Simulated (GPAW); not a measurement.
# How the Hubbard U moves the magnetism of TiBr2 monolayer, part 2 of 2

How far do the magnetic results of TiBr2 monolayer hang on the Hubbard U?

GPAW 26.7.0; LDA with several values of U; plane waves with GPAW's PAW setups, scalar-relativistic.

So far, largest spin moment in the augmentation sphere (μB): step 2 (rung 1 (no U), start ferro +) 0.553; step 3 (rung 1 (no U), start antiferro q=(0,1/2,0) +-) 0.970; step 5 (rung 2 (U = 1.5 eV on Ti d), start antiferro q=(0,1/2,0) +-) 1.29; step 6 (rung 3 (U = 3 eV on Ti d), start ferro +) 1.48; step 7 (rung 3 (U = 3 eV on Ti d), start antiferro q=(0,1/2,0) +-) 1.44.

**8. Rung 4 (U = 4.5 eV on Ti d), start ferro +**

Level of this step: LDA with U = 4.5 eV on Ti d; plane waves with GPAW's PAW setups, scalar-relativistic (GPAW).

order1.py reads:

```python
import json
import numpy as np
from ase import Atoms
from ase.parallel import paropen, parprint
from gpaw import GPAW

atoms = Atoms(['Ti', 'Br', 'Br'],
    cell=[[3.629, 0.0, 0.0],
         [-1.8145, 3.142806, 0.0],
         [0.0, 0.0, 18.246]],
    scaled_positions=[[0.0, 0.0, 0.5],
         [0.666667, 0.333333, 0.588951],
         [0.333333, 0.666667, 0.411049]],
    pbc=True,
    magmoms=[1.0, 0.0, 0.0])
atoms.calc = GPAW(mode={'name': 'pw', 'ecut': 550},
    xc='LDA',
    kpts={'size': (8, 8, 1), 'gamma': True},
    occupations={'name': 'fermi-dirac', 'width': 0.02},
    convergence={'density': 1e-05, 'energy': 1e-05},
    maxiter=200,
    setups={'Ti': ':d,4.5'},
    symmetry={'tolerance': 1e-4},
    txt='order1.txt')
e = atoms.get_potential_energy(force_consistent=True)
res = {'free_energy': e, 'energy_sigma0': atoms.get_potential_energy(), 'fermi_energy': atoms.calc.get_fermi_level()}
res['moments'] = atoms.get_magnetic_moments().tolist()
res['total'] = atoms.get_magnetic_moment()
parprint('site moments (muB):', np.round(res['moments'], 3))
parprint(f"total moment: {res['total']:.3f} muB")
parprint(f'free energy: {e:.6f} eV')
atoms.calc.write('order1.gpw')
with paropen('results.json', 'w') as f:
    json.dump(res, f)
```

Run with:

```console
$ OMP_NUM_THREADS=1 mpirun -n 2 gpaw python order1.py > order1.log
```

The program printed:

```text
site moments (muB): [1.539 0.    0.   ]
total moment: 2.000 muB
free energy: -13.205171 eV

--- order1.txt ---
Input parameters:
  mode=PW(ecut=550),
  convergence={'density': 1e-05, 'energy': 1e-05},
  kpts=MonkhorstPack(size=(8, 8, 1), gamma=True),
  maxiter=200,
  occupations=Occupations(name='fermi-dirac', width=0.02),
  setups={'Ti': ':d,4.5'},
  symmetry=Symmetry(tolerance=0.0001),
  xc=XC(name='LDA')

[...]
|         17 |         2.451 |     0.000 |         3.313 |     0.000 |
|         18 |         2.710 |     0.000 |         3.314 |     0.000 |
|         19 |         3.278 |     0.000 |         3.383 |     0.000 |
|         20 |         3.381 |     0.000 |         3.420 |     0.000 |

Gap: 2.686 eV
Transition (v -> c):
  (s=0, k=9, n=13, [0.50, 0.50, 0.00]) -> (s=1, k=9, n=12, [0.50, 0.50, 0.00])
No difference between direct/indirect transitions

[key lines of the parts left out:]
Free energy:     -13.205171
Converged in 17 steps
dipole moment: (-5.695177, -9.864336, -0.000027)  # |e|*Ang
Fermi level: -1.306
```

Run time: 19 s. Hardware: 2 MPI ranks of Intel Xeon 6975P-C (Granite Rapids), shared host; peak memory 0.55 GiB; 37 s of CPU time.

Numbers from this step:

```
magnetization  : 2.000 μB
final state    : ferromagnetic
largest moment : 1.539 μB
```

The largest moment moves by +0.06 μB from rung 3, at 0.92 times its CPU time.

**9. Rung 4 (U = 4.5 eV on Ti d), start antiferro q=(0,1/2,0) +-**

order2.py reads:

```python
import json
import numpy as np
from ase import Atoms
from ase.parallel import paropen, parprint
from gpaw import GPAW

atoms = Atoms(['Ti', 'Ti', 'Br', 'Br', 'Br', 'Br'],
    cell=[[3.629, 0.0, 0.0],
         [-3.629, 6.285612, 0.0],
         [0.0, 0.0, 18.246]],
    scaled_positions=[[0.0, 0.0, 0.5],
         [0.0, 0.5, 0.5],
         [0.666667, 0.1666665, 0.588951],
         [0.666667, 0.6666665, 0.588951],
         [0.333333, 0.3333335, 0.411049],
         [0.333333, 0.8333335, 0.411049]],
    pbc=True,
    magmoms=[1.0, -1.0, 0.0, 0.0, 0.0, 0.0])
atoms.calc = GPAW(mode={'name': 'pw', 'ecut': 550},
    xc='LDA',
    kpts={'size': (8, 4, 1), 'gamma': True},
    occupations={'name': 'fermi-dirac', 'width': 0.02},
    convergence={'density': 1e-05, 'energy': 1e-05},
    maxiter=200,
    setups={'Ti': ':d,4.5'},
    symmetry={'tolerance': 1e-4},
    txt='order2.txt')
e = atoms.get_potential_energy(force_consistent=True)
res = {'free_energy': e, 'energy_sigma0': atoms.get_potential_energy(), 'fermi_energy': atoms.calc.get_fermi_level()}
res['moments'] = atoms.get_magnetic_moments().tolist()
res['total'] = atoms.get_magnetic_moment()
parprint('site moments (muB):', np.round(res['moments'], 3))
parprint(f"total moment: {res['total']:.3f} muB")
parprint(f'free energy: {e:.6f} eV')
atoms.calc.write('order2.gpw')
with paropen('results.json', 'w') as f:
    json.dump(res, f)
```

Run with:

```console
$ OMP_NUM_THREADS=1 mpirun -n 2 gpaw python order2.py > order2.log
```

The program printed:

```text
site moments (muB): [ 1.516 -1.516 -0.008  0.008  0.008 -0.008]
total moment: -0.000 muB
free energy: -26.350534 eV

--- order2.txt ---
Input parameters:
  mode=PW(ecut=550),
  convergence={'density': 1e-05, 'energy': 1e-05},
  kpts=MonkhorstPack(size=(8, 4, 1), gamma=True),
  maxiter=200,
  occupations=Occupations(name='fermi-dirac', width=0.02),
  setups={'Ti': ':d,4.5'},
  symmetry=Symmetry(tolerance=0.0001),
[...]
|         33 |         3.149 |     0.000 |         3.149 |     0.000 |
|        ... |               |           |               |           |
|         35 |         3.354 |     0.000 |         3.354 |     0.000 |

Gap: 2.136 eV
Transition (v -> c):
  (s=0, k=2, n=25, [0.00, 0.50, 0.00]) -> (s=1, k=0, n=26, [0.00, 0.00, 0.00])
Direct/indirect transitions are different
Direct gap: 2.317 eV
Transition at: (s=0->1, k=0, n=25, [0.00, 0.00, 0.00])

[key lines of the parts left out:]
Free energy:     -26.350534
Converged in 50 steps
dipole moment: (-11.398136, -19.742165, -0.000055)  # |e|*Ang
Fermi level: -0.771
```

Wall time 5.3 min (2 MPI ranks); peak memory 1 GiB.

Numbers from this step:

- magnetization: 0 μB
- final state: antiferromagnetic
- largest moment: 1.516 μB

This start lies +29.9 meV a seeded atom from the first, a change of +19.7 meV since rung 3; its largest moment is 1.52 μB.

**10. Rung 5 (U = 6 eV on Ti d), start ferro +**

order1.py is the script of step 8 with these lines changed:

```diff
@@ -21,3 +21,3 @@
     maxiter=200,
-    setups={'Ti': ':d,4.5'},
+    setups={'Ti': ':d,6.0'},
     symmetry={'tolerance': 1e-4},
```

Run with:

```console
$ OMP_NUM_THREADS=1 mpirun -n 2 gpaw python order1.py > order1.log
```

The program printed:

```text
site moments (muB): [1.59 0.   0.  ]
total moment: 2.000 muB
free energy: -13.062782 eV

--- order1.txt ---
Input parameters:
  mode=PW(ecut=550),
  convergence={'density': 1e-05, 'energy': 1e-05},
  kpts=MonkhorstPack(size=(8, 8, 1), gamma=True),
  maxiter=200,
  occupations=Occupations(name='fermi-dirac', width=0.02),
  setups={'Ti': ':d,6.0'},
  symmetry=Symmetry(tolerance=0.0001),
  xc=XC(name='LDA')

[...]
|         17 |         3.037 |     0.000 |         3.369 |     0.000 |
|         18 |         3.043 |     0.000 |         3.436 |     0.000 |
|         19 |         3.281 |     0.000 |         3.884 |     0.000 |
|         20 |         3.397 |     0.000 |         3.885 |     0.000 |

Gap: 3.842 eV
Transition (v -> c):
  (s=0, k=9, n=13, [0.50, 0.50, 0.00]) -> (s=1, k=9, n=12, [0.50, 0.50, 0.00])
No difference between direct/indirect transitions

[key lines of the parts left out:]
Free energy:     -13.062782
Converged in 17 steps
dipole moment: (-5.680832, -9.839489, -0.000027)  # |e|*Ang
Fermi level: -1.349
```

The job ended after 19 s (2 MPI ranks; peak memory 0.55 GiB).

Read from the output:

```yaml
magnetization: 2.000 μB
final_state: ferromagnetic
largest_moment: 1.590 μB
```

The largest moment moves by +0.05 μB from rung 4, at 1.0 times its CPU time.

**11. Rung 5 (U = 6 eV on Ti d), start antiferro q=(0,1/2,0) +-**

order2.py is the script of step 9 with these lines changed:

```diff
@@ -24,3 +24,3 @@
     maxiter=200,
-    setups={'Ti': ':d,4.5'},
+    setups={'Ti': ':d,6.0'},
     symmetry={'tolerance': 1e-4},
```

Run with:

```console
$ OMP_NUM_THREADS=1 mpirun -n 2 gpaw python order2.py > order2.log
```

The program printed:

```text
gpaw.KohnShamConvergenceError

--- order2.txt ---
Input parameters:
  mode=PW(ecut=550),
  convergence={'density': 1e-05, 'energy': 1e-05},
  kpts=MonkhorstPack(size=(8, 4, 1), gamma=True),
  maxiter=200,
  occupations=Occupations(name='fermi-dirac', width=0.02),
  setups={'Ti': ':d,6.0'},
  symmetry=Symmetry(tolerance=0.0001),
  xc=XC(name='LDA')

Diagonalizing LCAO Hamiltonian
Converting LCAO to pw mode

               Br

         Ti      Br
           Br
            Ti
             Br

Atoms  # Å, Bohr magnetons
[...]
|iter:   2|       6s |  -20.734410 | -1.65 | -1.19 |  +0.0000|
|iter:   3|      13s |  -23.211804 | -0.48 | -1.21 |  -0.0000|
|iter:   4|      19s |  -24.089642 | -1.37 | -1.18 |  -0.0000|
|iter:   5|      25s |  -26.227378 | -1.17 | -1.35 |  -0.0000|
|iter:   6|      32s |  -26.002744 | -1.15 | -1.48 |  +0.0000|
[...]
[... 180 iterations left out ...]
[...]
|iter: 197|    1189s |  -25.636937 | -4.61 | -3.32 |  -2.0000|
|iter: 198|    1195s |  -25.653988 | -4.15 | -3.40 |  -2.0000|
|iter: 199|    1200s |  -25.632068 | -3.82 | -3.19 |  -2.0000|
|iter: 200|    1206s |  -25.632712 | -4.07 | -3.57 |  -2.0000|
```

The job ended after 20 min (2 MPI ranks; peak memory 1.1 GiB).

The run stopped without converging, so none of its numbers is a property of the system.

A smaller mixing step or another start is the usual next try.

**12. Rung 6 (U = 7.5 eV on Ti d), start ferro +**

order1.py is the script of step 10 with these lines changed:

```diff
@@ -21,3 +21,3 @@
     maxiter=200,
-    setups={'Ti': ':d,6.0'},
+    setups={'Ti': ':d,7.5'},
     symmetry={'tolerance': 1e-4},
```

Run with:

```console
$ OMP_NUM_THREADS=1 mpirun -n 2 gpaw python order1.py > order1.log
```

The program printed:

```text
site moments (muB): [ 1.636 -0.    -0.   ]
total moment: 2.000 muB
free energy: -13.012073 eV

--- order1.txt ---
Input parameters:
  mode=PW(ecut=550),
  convergence={'density': 1e-05, 'energy': 1e-05},
  kpts=MonkhorstPack(size=(8, 8, 1), gamma=True),
  maxiter=200,
  occupations=Occupations(name='fermi-dirac', width=0.02),
  setups={'Ti': ':d,7.5'},
  symmetry=Symmetry(tolerance=0.0001),
  xc=XC(name='LDA')

[...]
|         18 |         3.414 |     0.000 |         3.454 |     0.000 |
|         19 |         3.619 |     0.000 |         4.436 |     0.000 |
|         20 |         3.625 |     0.000 |         4.436 |     0.000 |

Gap: 4.652 eV
Transition (v -> c):
  (s=1, k=0, n=11, [0.00, 0.00, 0.00]) -> (s=1, k=9, n=12, [0.50, 0.50, 0.00])
Direct/indirect transitions are different
Direct gap: 4.757 eV
Transition at: (s=0->1, k=9, n=13, [0.50, 0.50, 0.00])

[key lines of the parts left out:]
Free energy:     -13.012073
Converged in 19 steps
dipole moment: (-5.666718, -9.815042, -0.000027)  # |e|*Ang
Fermi level: -1.625
```

Elapsed: 19 s, on 2 MPI ranks; peak memory 0.55 GiB.

Read from the output:

* magnetization: 2.000 μB
* final state: ferromagnetic
* largest moment: 1.636 μB

The largest moment moves by +0.05 μB from rung 5, at 1.0 times its CPU time.

**13. Rung 6 (U = 7.5 eV on Ti d), start antiferro q=(0,1/2,0) +-**

order2.py is the script of step 11 with these lines changed:

```diff
@@ -24,3 +24,3 @@
     maxiter=200,
-    setups={'Ti': ':d,6.0'},
+    setups={'Ti': ':d,7.5'},
     symmetry={'tolerance': 1e-4},
```

Run with:

```console
$ OMP_NUM_THREADS=1 mpirun -n 2 gpaw python order2.py > order2.log
```

The program printed:

```text
Input parameters:
  mode=PW(ecut=550),
  convergence={'density': 1e-05, 'energy': 1e-05},
  kpts=MonkhorstPack(size=(8, 4, 1), gamma=True),
  maxiter=200,
  occupations=Occupations(name='fermi-dirac', width=0.02),
  setups={'Ti': ':d,7.5'},
  symmetry=Symmetry(tolerance=0.0001),
  xc=XC(name='LDA')

Diagonalizing LCAO Hamiltonian
Converting LCAO to pw mode

               Br

         Ti      Br
           Br
            Ti
             Br

Atoms  # Å, Bohr magnetons
|   | symbol |         x |        y |         z |    initial magnetic moments |
[...]
|iter:   2|       6s |  -18.688981 | -1.63 | -1.17 |  +0.0000|
|iter:   3|      12s |  -21.436659 | -0.39 | -1.20 |  -0.0000|
|iter:   4|      18s |  -23.052340 | -1.37 | -1.17 |  -0.0000|
|iter:   5|      24s |  -25.940972 | -1.06 | -1.33 |  +0.0000|
|iter:   6|      30s |  -25.822338 | -1.00 | -1.42 |  +0.0000|
[...]
[... 160 iterations left out ...]
[...]
|iter: 177|    1046s |  -25.621225 | -2.31 | -2.50 |  +0.0000|
|iter: 178|    1052s |  -26.245482 | -1.63 | -2.16 |  -0.0000|
|iter: 179|    1058s |  -26.017358 | -2.31 | -2.85 |  -0.0000|
|iter: 180|    1064s |  -25.970079 | -1.67 | -2.70 |  +0.0000|
```

Wall time 18 min (2 MPI ranks); peak memory 1 GiB.

The run was cut off at its time limit.

It was cut off while still iterating. More time helps where the residual falls; where it has stalled, the mixing must change.

**14. The rungs together**

Ladder, by row:

```csv
rung,U,state from the first start,state from the second start,second less first (meV a seeded atom),"moment, first (μB)","moment, second (μB)",CPU time (s)
1,none,ferromagnetic,antiferromagnetic,-11.31,0.5527,0.9701,275.6
3,"Ti: d, 3.0",ferromagnetic,antiferromagnetic,10.19,1.481,1.44,428.3
4,"Ti: d, 4.5",ferromagnetic,antiferromagnetic,29.9,1.539,1.516,668.8
```

**15. What came out**

```yaml
range_of_the_moment_in_the_table_first_start: 0.553 to 1.54 μB
range_of_cpu_time: 4.6 min to 11 min
range_of_the_energy_difference: -11.3 to 29.9 meV a seeded atom
```

From the smallest U to the largest the moment goes from 0.553 to 1.54 μB and the energy difference from -11.3 to 29.9 meV a seeded atom. The sign of the difference changes along the ladder, so the order that comes out lowest hangs on the rung. Rungs 2, 5 and 6 gave no pair of finished runs and are missing from the table.

[Logs and program files are shortened in this print: banners, set-up blocks, solver, clock and traceback lines can be left out without a mark of their own.]

[Logs are printed without paths, hosts, clocks, repeated set-up lines and the standing remarks that a program may print on its own settings, such as how far it seeks lower states.]

[Hosts, paths, dates, database ids (printed as entryN), source tags and the programs' standing remarks are cut or masked in the printed files.]

[Where a cell is said to come from a database of computed structures, the database is the Materials Project.]
